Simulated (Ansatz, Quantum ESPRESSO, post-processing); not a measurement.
# Work-function anisotropy of Na, part 2 of 2

Which face of Na holds its electrons most tightly, and does packing explain the order?

Quantum ESPRESSO 7.5; plane-wave DFT, PBE, GBRV ultrasoft pseudopotentials; geometry and cross-check by Ansatz 0.2.0 with PAW datasets.

So far. Step 11 (Potential by pp.x of (100)): On (100) the work function under PBEsol lies +0.01 eV from PBE's. Step 12 (Relaxation with Ansatz of (111)): The relaxation lowers the energy by 3 meV an atom. Held were the atoms numbered 3, 4, 5, 6 and 7; the forces quoted are those on the free ones.

**13. Self-consistent run of (111), PBE**

Level of this step: plane-wave DFT, PBE, GBRV ultrasoft pseudopotentials (Quantum ESPRESSO 7.5).

Input file 111.pbe.in:

```
&control
  prefix = '111.pbe'
  outdir = './out'
  pseudo_dir = './pseudo'
  calculation = 'scf'
  tprnfor = .true.
/
&system
  ibrav = 0
  nat = 9
  ntyp = 1
  ecutwfc = 40
  ecutrho = 200
  occupations = 'smearing'
  smearing = 'mv'
  degauss = 0.02
/
&electrons
  conv_thr = 1e-07
  mixing_beta = 0.4
  electron_maxstep = 120
  mixing_mode = 'local-TF'
/
ATOMIC_SPECIES
  Na  22.9898  na_pbe_v1.5.uspp.F.UPF
CELL_PARAMETERS angstrom
  5.98212336882694 0.00000000000000 0.00000000000000
  2.99106168441347 5.18067080597667 0.00000000000000
  0.00000000000000 0.00000000000000 25.76876655470000
ATOMIC_POSITIONS crystal
  Na  0.333333333333 0.333333333333 0.319341426323
  Na  0.666666666667 0.666666666667 0.363545724974
  Na  0.000000000000 0.000000000000 0.405226676900
  Na  0.333333333333 0.333333333333 0.452613338400
  Na  0.666666666667 0.666666666667 0.500000000000
  Na  0.000000000000 0.000000000000 0.547386661600
  Na  0.333333333333 0.333333333333 0.594773323100
  Na  0.666666666667 0.666666666667 0.636454310196
  Na  0.000000000000 -0.000000000000 0.680658705561
K_POINTS automatic
  6 6 1 0 0 0
```

Started as:

```bash
$ OMP_NUM_THREADS=1 mpirun -n 4 pw.x -nk 2 -in 111.pbe.in > 111.pbe.out
```

The job ended after 65 s (4 MPI ranks of Arm Neoverse V2, shared host; peak memory 0.88 GiB).

Read from the output:

```
free energy  : -11674.1928 eV
Fermi energy : -0.7779 eV
```

**14. Potential by pp.x of (111)**

Input file 111.pbe.pot.in:

```
&inputpp
  prefix = '111.pbe'
  outdir = './out'
  filplot = '111.pbe.pot.dat'
  plot_num = 11
/
```

Started as:

```bash
$ OMP_NUM_THREADS=1 mpirun -n 4 pp.x -in 111.pbe.pot.in > 111.pbe.pot.out
```

Wall time 0.96 s (4 MPI ranks); peak memory 0.16 GiB; 3.5 s of CPU time.

Read from the output:

| Property | Result |
| --- | --- |
| work function of the upper face | 2.580 eV |
| slope of the potential above | 7.85e-4 eV/Å |
| work function of the lower face | 2.580 eV |
| slope of the potential below | -5.80e-4 eV/Å |
| lower vacuum line continued to the bottom atoms, over the Fermi level | 2.577 eV |

The potential energy, planar mean oscillates, so the rows of the table below give means over windows of 1.15 Å about each position, cut where the curve ends. Its maxima inside the range that stand out by 2 % of the span (Å: eV): 8.2: 10.6, 9.4: 10.3, 10.4: 10.4, 11.7: 10.5, 12.9: 10.5, 14.1: 10.5, 15.3: 10.4, 16.4: 10.3, 17.5: 10.6. Its minima: 7.4: 1.46, 8.8: 4.01, 9.8: 5.30, 11.1: 3.08, 12.3: 2.93, 13.5: 2.93, 14.7: 3.08, 15.9: 5.30, 17.0: 4.02, 18.3: 1.46.

Electrostatic potential energy of an electron; zero at the Fermi level. The potential energy, planar mean by z; means over each step:

```tsv
z (Å)	potential energy, planar mean (eV)
0.57	2.58
1.72	2.58
2.88	2.58
4.02	2.58
5.17	2.55
6.33	2.36
7.47	3.52
8.62	7.61
9.77	8.01
10.92	6.95
12.07	7.08
13.22	7.16
14.37	7.18
15.52	7.87
16.67	7.47
17.82	6.75
18.97	2.11
20.12	2.51
21.27	2.57
22.42	2.58
23.57	2.58
24.72	2.58
```

**15. Self-consistent run of (111), PBEsol**

Level of this step: plane-wave DFT, PBEsol, GBRV ultrasoft pseudopotentials (Quantum ESPRESSO 7.5).

111.pbesol.in, as its differences from the input of step 13:

```diff
@@ -1,3 +1,3 @@
 &control
-  prefix = '111.pbe'
+  prefix = '111.pbesol'
   outdir = './out'
@@ -24,3 +24,3 @@
 ATOMIC_SPECIES
-  Na  22.9898  na_pbe_v1.5.uspp.F.UPF
+  Na  22.9898  na_pbesol_v1.5.uspp.F.UPF
 CELL_PARAMETERS angstrom
```

Started as:

```bash
$ OMP_NUM_THREADS=1 mpirun -n 4 pw.x -nk 2 -in 111.pbesol.in > 111.pbesol.out
```

Run time: 68 s. Hardware: 4 MPI ranks; peak memory 1.1 GiB.

Numbers from this step:

- free energy: -11651.9199 eV
- Fermi energy: -0.7927 eV

**16. Potential by pp.x of (111)**

Input file 111.pbesol.pot.in:

```
&inputpp
  prefix = '111.pbesol'
  outdir = './out'
  filplot = '111.pbesol.pot.dat'
  plot_num = 11
/
```

Started as:

```bash
$ OMP_NUM_THREADS=1 mpirun -n 4 pp.x -in 111.pbesol.pot.in > 111.pbesol.pot.out
```

The job ended after 0.97 s (4 MPI ranks; peak memory 0.16 GiB; 3.6 s of CPU time).

Read from the output:

```
work function of the upper face                                       : 2.592 eV
slope of the potential above                                          : 7.66e-4 eV/Å
upper vacuum line continued to the top atoms, over the Fermi level    : 2.588 eV
work function of the lower face                                       : 2.592 eV
slope of the potential below                                          : -5.65e-4 eV/Å
lower vacuum line continued to the bottom atoms, over the Fermi level : 2.589 eV
```

On (111) the work function under PBEsol lies +0.01 eV from PBE's.

**17. The series side by side**

All levels:

```tsv
level	work function (eV)	Ansatz, PBE (eV)	CPU time (s)
(110), PBE	2.785	2.809	269.8
(110), PBEsol	2.806	-	252.5
(100), PBE	2.57	2.61	130.8
(100), PBEsol	2.584	-	139.9
(111), PBE	2.58	2.616	257.7
(111), PBEsol	2.592	-	271.5
```

**18. By hand**

For (110) under PBE, on the run's own zero: φ = 2.713 − (-0.072) = 2.785 eV.

**19. Results**

| Property | Result |
| --- | --- |
| work function of (110), PBE | 2.79 eV |
| work function of (110), PBEsol | 2.81 eV |
| work function of (100), PBE | 2.57 eV |
| work function of (100), PBEsol | 2.58 eV |
| work function of (111), PBE | 2.58 eV |
| work function of (111), PBEsol | 2.59 eV |

Under PBE the work functions are 2.79 eV on (110), 2.58 eV on (111) and 2.57 eV on (100). In order of packing, from 12.65 to 30.99 Å² an atom, the faces are (110), (100) and (111). The work function doesn't follow that order throughout, though the faces out of order lie within 0.1 eV, the error of these thin slabs. PBEsol lies +0.01 to +0.02 eV from PBE on the same atoms, nearly a rigid shift. The top two spacings change by -3.0 and -1.8 % on (110), -1.6 and -1.0 % on (100) and -6.7 and -12.0 % on (111). Ansatz, with Fermi-Dirac smearing and its own datasets, agrees within 0.04 eV under PBE. The slabs are thin and unreconstructed, at the tabulated lattice constant; thickness and mesh leave some 0.05 to 0.1 eV open.

Comparison with the measured values:

| quantity | measured | (110), PBE | (100), PBE | (111), PBE |
| --- | --- | --- | --- | --- |
| work function, loosely compared (polycrystalline sample, no single face) (eV) | 2.75 | 2.79 (+0.04 eV) | 2.57 (-0.18 eV) | 2.58 (-0.17 eV) |

Measured values from arxiv:1902.07811 (2019).

Verdict: A polycrystal averages over faces, so this is a loose comparison.

[Logs are printed without paths, hosts, clocks, repeated set-up lines and the standing remarks that a program may print on its own settings, such as how far it seeks lower states.]

[Hosts, paths, dates, database ids (printed as entryN), source tags and the programs' standing remarks are cut or masked in the printed files.]

[Maps of the electrostatic potential energy from Ansatz leave out the sawtooth potential of an applied field or a dipole correction, so their vacuum need not be flat; planar profiles and work functions include it.]
